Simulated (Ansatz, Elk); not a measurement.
## How far do independent atoms describe ZnGe3P4?

Structure refinements treat a crystal as free atoms side by side. For a made-up structure of ZnGe3P4 (cell and positions from a PBE relaxation) the runs below show what the calculated density changes in F(hkl).

Program: Elk 11.2.3 (patched build). Level of theory: DFT, PBE, all-electron APW+lo, Dirac cores, scalar-relativistic bands, static density, no spin. Results are calculated unless marked as measured.

This account leaves out most program logs.

The structure was built from a prototype and need not be the compound's stable phase.

## (1) The starting structure

The structure is tetragonal, space group I-42m (No. 121). Conventional cell: a = 5.848 Å, b = 5.848 Å, c = 9.917 Å, α = 90.00°, β = 90.00°, γ = 90.00°. Nearest to Ge lie 4 P at 2.40 Å. Nearest to Ge lie 4 P at 2.41 Å. Nearest to Zn lie 4 P at 2.43 Å. Nearest to P lie 3 Ge at 2.40 to 2.41 Å and 1 Zn at 2.43 Å. Farther neighbours are not listed.

As a file:

```cif
data_structure
_symmetry_space_group_name_H-M 'P 1'
_symmetry_Int_Tables_number 1
_cell_length_a 6.4566
_cell_length_b 6.4566
_cell_length_c 6.4566
_cell_angle_alpha 126.141
_cell_angle_beta 126.141
_cell_angle_gamma 79.657
_cell_volume 169.59
loop_
_atom_site_label
_atom_site_type_symbol
_atom_site_fract_x
_atom_site_fract_y
_atom_site_fract_z
_atom_site_occupancy
Ge1 Ge 0.75000 0.25000 0.50000 1
Ge2 Ge 0.25000 0.75000 0.50000 1
Ge3 Ge 0.50000 0.50000 0.00000 1
Zn4 Zn 0.00000 0.00000 0.00000 1
P5 P 0.37834 0.37834 0.50360 1
P6 P 0.12527 0.62166 0.00000 1
P7 P 0.87473 0.87473 0.49640 1
P8 P 0.62166 0.12527 0.00000 1
```

## (2) Ground state and structure factors

An all-electron density is needed, since X-rays see the cores too. Task 0 finds the density and task 195 Fourier-transforms it; tshift is off so that phases refer to the origin typed.

elk.in reads:

```
tasks
  0
  195

xctype
  20

spinpol
  .false.

rgkmax
  7.0

gmaxvr
  14.0

lmaxo
  7

lmaxapw
  8

swidth
  0.002

tshift
  .false.

ramdisk
  .false.

hmaxvr
  5.5

maxscl
  120

epspot
  1e-06

sppath
  './'

avec
  -5.52587169484 5.52587169484 9.37017047883
  5.52587169484 -5.52587169484 9.37017047883
  5.52587169484 5.52587169484 -9.37017047883

atoms
  3
  'Ge.in'
  3
  0.7500000000 0.2500000000 0.5000000000   0.000000 0.000000 0.000000
  0.2500000000 0.7500000000 0.5000000000   0.000000 0.000000 0.000000
  0.5000000000 0.5000000000 -0.0000000000   0.000000 0.000000 0.000000
  'Zn.in'
  1
  0.0000000000 0.0000000000 -0.0000000000   0.000000 0.000000 0.000000
  'P.in'
  4
  0.3783382842 0.3783382842 0.5036042042   0.000000 0.000000 0.000000
  0.1252659200 0.6216617158 0.0000000000   0.000000 0.000000 0.000000
  0.8747340800 0.8747340800 0.4963957958   0.000000 0.000000 0.000000
  0.6216617158 0.1252659200 0.0000000000   0.000000 0.000000 0.000000

ngridk
  6 6 6
```

Run with:

```
$ OMP_NUM_THREADS=4 elk
```

The job ended after 2.8 min (4 threads of AMD EPYC 7R13 (Zen 3), shared host; peak memory 0.32 GiB; 9 min of CPU time).

SFACRHO.OUT:

```text

h k l indices transformed by vhmat matrix:
   1.000000000       0.000000000       0.000000000    
   0.000000000       1.000000000       0.000000000    
   0.000000000       0.000000000       1.000000000    

      h      k      l  multipl.   |H|            Re(F)            Im(F)           |F|

      0      0      0      1   0.0000000       186.00000     -0.12267914E-16   186.00000    
      0     -1      0      8  0.66002265      -2.0590469     -0.39707206E-14   2.0590469    
     -1     -1      1      2  0.67055187      -2.7477440     -0.19853603E-14   2.7477440    
      0      0      1      4  0.80401486      -1.6323693      0.22790482E-13   1.6323693    
     -1     -1      0      4   1.0469382       107.57003       46.339854       117.12683    
     -2      0      1      4   1.0469382       107.57003      -46.339854       117.12683    
      1     -1      1      4   1.1370487       60.640403     -0.96165890E-15   60.640403    
     -1     -2      2      8   1.1553828      -1.0207802     -0.22831643E-13   1.0207802    
      2     -1      0      8   1.3147280      -1.1268029     -0.72675679       1.3408431    
      1      0      1      8   1.3147280      -1.1268029      0.72675679       1.3408431    
      2      0      0      8   1.3200453     -0.61741772      0.15882882E-13  0.61741772    
      2      2     -2      2   1.3411037       59.252387      0.31765765E-13   59.252387    
     -3     -1      2      4   1.5636493      -1.3878403       1.5217024       2.0595337    
     -2     -2      3      4   1.5636493      -1.3878403      -1.5217024       2.0595337    
      2     -2      0      4   1.6080297       132.56883     -0.31455552E-13   132.56883    
      2      1      0      8   1.6210457      -1.7696465      0.53678424       1.8492663    
     -1     -2      0      8   1.6210457      -1.7696465     -0.53678424       1.8492663    
      2     -1      1      8   1.7382144     -0.60092974     -0.13897522E-13  0.60092974
```

Elk indexes on the primitive cell of elk.in and gives |H| = 4π sin θ/λ in inverse bohr. Below, one row stands for each form hkl of the conventional cell (m members, Friedel mates merged), F is for one primitive cell and the density is static (no thermal factor). Free-atom factors are Waasmaier and Kirfel's, and R is Σm||F|−|F'||/Σm|F|.

| hkl | m | sin θ/λ (Å⁻¹) | abs F, DFT | neutral atoms | diff. | abs of complex diff. |
| --- | --- | --- | --- | --- | --- | --- |
| 101 | 8 | 0.099 | 2.059 | 2.034 | +0.025 | 0.025 |
| 002 | 2 | 0.101 | 2.748 | 2.620 | +0.127 | 0.127 |
| 110 | 4 | 0.121 | 1.632 | 1.494 | +0.138 | 0.138 |
| 112 | 8 | 0.157 | 117.127 | 116.713 | +0.414 | 0.707 |
| 200 | 4 | 0.171 | 60.640 | 61.136 | -0.495 | 0.495 |
| 103 | 8 | 0.174 | 1.021 | 0.949 | +0.072 | 0.072 |
| 211 | 16 | 0.198 | 1.341 | 1.164 | +0.176 | 0.184 |
| 202 | 8 | 0.199 | 0.617 | 0.480 | +0.137 | 0.137 |
| 004 | 2 | 0.202 | 59.252 | 59.582 | -0.330 | 0.330 |
| 114 | 8 | 0.235 | 2.060 | 1.972 | +0.088 | 0.096 |
| 220 | 4 | 0.242 | 132.569 | 132.918 | -0.349 | 0.349 |
| 213 | 16 | 0.244 | 1.849 | 1.721 | +0.128 | 0.159 |
| 301 | 8 | 0.261 | 0.601 | 0.467 | +0.134 | 0.134 |
| 222 | 8 | 0.262 | 2.188 | 2.044 | +0.143 | 0.167 |
| 204 | 8 | 0.264 | 127.574 | 128.305 | -0.731 | 0.731 |
| 105 | 8 | 0.266 | 1.224 | 1.071 | +0.153 | 0.153 |
| 310 | 8 | 0.270 | 1.570 | 1.369 | +0.201 | 0.201 |
| 312 | 16 | 0.289 | 94.478 | 95.344 | -0.866 | 0.869 |
| 303 | 8 | 0.298 | 2.290 | 2.269 | +0.021 | 0.021 |
| 006 | 2 | 0.302 | 0.556 | 0.555 | +0.000 | 0.000 |
| 321 | 16 | 0.312 | 2.302 | 2.319 | -0.018 | 0.039 |
| 224 | 8 | 0.315 | 51.377 | 51.611 | -0.234 | 0.925 |

## (3) The highest occupied states alone

An energy window below the Fermi level keeps the highest occupied states, to see at which angles they scatter; shallow core shells can lie inside it and anion s states outside. No new self-consistency is needed.

Changes to elk.in since step 2:

```diff
@@ -1,3 +1,2 @@
 tasks
-  0
   195
@@ -40,2 +39,5 @@
 
+wsfac
+  -0.332630 0.518610
+
 sppath
```

Run with:

```
$ OMP_NUM_THREADS=4 elk
```

Elapsed: 23 s, on 4 threads; peak memory 0.23 GiB; 30 s of CPU time.

States within 15 eV below the Fermi level hold 44.00 electrons; any levels below the window count with the cores. Their amplitudes can exceed the total, where window and core parts have opposite phase:

| hkl | sin θ/λ (Å⁻¹) | abs F, window | abs F, all |
| --- | --- | --- | --- |
| 101 | 0.099 | 7.817 | 2.059 |
| 002 | 0.101 | 7.561 | 2.748 |
| 110 | 0.121 | 7.724 | 1.632 |
| 112 | 0.157 | 14.633 | 117.127 |
| 200 | 0.171 | 4.348 | 60.640 |
| 103 | 0.174 | 7.435 | 1.021 |
| 211 | 0.198 | 7.030 | 1.341 |
| 202 | 0.199 | 7.096 | 0.617 |
| 004 | 0.202 | 4.877 | 59.252 |
| 114 | 0.235 | 6.539 | 2.060 |

## (4) Another functional

The difference from free atoms is small, so it is set against the change that LDA (Perdew-Wang) makes.

Changes to elk.in since step 3:

```diff
@@ -1,2 +1,3 @@
 tasks
+  0
   195
@@ -4,3 +5,3 @@
 xctype
-  20
+  3
 
@@ -39,5 +40,2 @@
 
-wsfac
-  -0.332630 0.518610
-
 sppath
```

Run with:

```
$ OMP_NUM_THREADS=4 elk
```

It took 1.9 min on 4 threads; peak memory 0.27 GiB; 6.4 min of CPU time.

Against the first run R = 0.10 %; the largest change is -0.102 at 228.

## (5) Basis size

A smaller basis shows how fast F responds to it; the change is likely larger than the basis error of the first run, but doesn't show convergence.

Changes to elk.in since step 4:

```diff
@@ -5,3 +5,3 @@
 xctype
-  3
+  20
 
@@ -11,3 +11,3 @@
 rgkmax
-  7.0
+  5.5
```

Run with:

```
$ OMP_NUM_THREADS=4 elk
```

It took 99 s on 4 threads; peak memory 0.27 GiB.

Against the first run R = 0.03 %; the largest change is +0.111 at 008.

## (6) Settings against the effect

| run | R against the first run (%) | R against neutral atoms, low angle (%) | wall time |
| --- | --- | --- | --- |
| PBE, rgkmax 7 | 0.00 | 0.89 | 2.8 min |
| LDA (Perdew-Wang) | 0.10 | 0.90 | 1.9 min |
| rgkmax 5.5 | 0.03 | 0.90 | 99 s |

## (7) Summary of results

- R against neutral atoms, sin θ/λ < 0.3 Å⁻¹: 0.89 %
- R against neutral atoms, 0.3 to 0.66 Å⁻¹: 0.29 %

In words: Independent neutral atoms miss the calculated amplitudes by R = 0.89 % below 0.3 Å⁻¹ and 0.29 % from there to 0.66 Å⁻¹; by shells, 3.53 % below 0.15 Å⁻¹ (3 forms), 0.88 % 0.15 to 0.3 (16 forms), 0.34 % 0.3 to 0.45 (34 forms), 0.26 % above 0.45 (96 forms). Bonding, aspherical density and the tables' own atoms all enter these figures, and the runs don't part them. The largest change of an amplitude is -0.87 electrons, at 312. R counts amplitudes alone; phases shift too. Weak lines can change much in proportion: 301 goes from 0.47 to 0.60. The window's part falls from 44.0 electrons at the origin to at most 3.10 between 0.45 and 0.66 Å⁻¹, where compact states inside the window still scatter. Below 0.3 Å⁻¹ the changes that finished (LDA (Perdew-Wang) and rgkmax 5.5) move F by R = 0.03 % at most, against the 0.89 % that separates it from free atoms. The k-mesh has no finished test. Part of the difference isn't bonding: the tables are fits to free atoms and ions calculated by other methods than this functional. Thermal motion, anomalous dispersion and extinction are left out.

[Logs are printed without paths, hosts, clocks, repeated set-up lines and the standing remarks that a program may print on its own settings, such as how far it seeks lower states.]

[Hosts, paths, dates, database ids (printed as entryN), source tags and the programs' standing remarks are cut or masked in the printed files.]
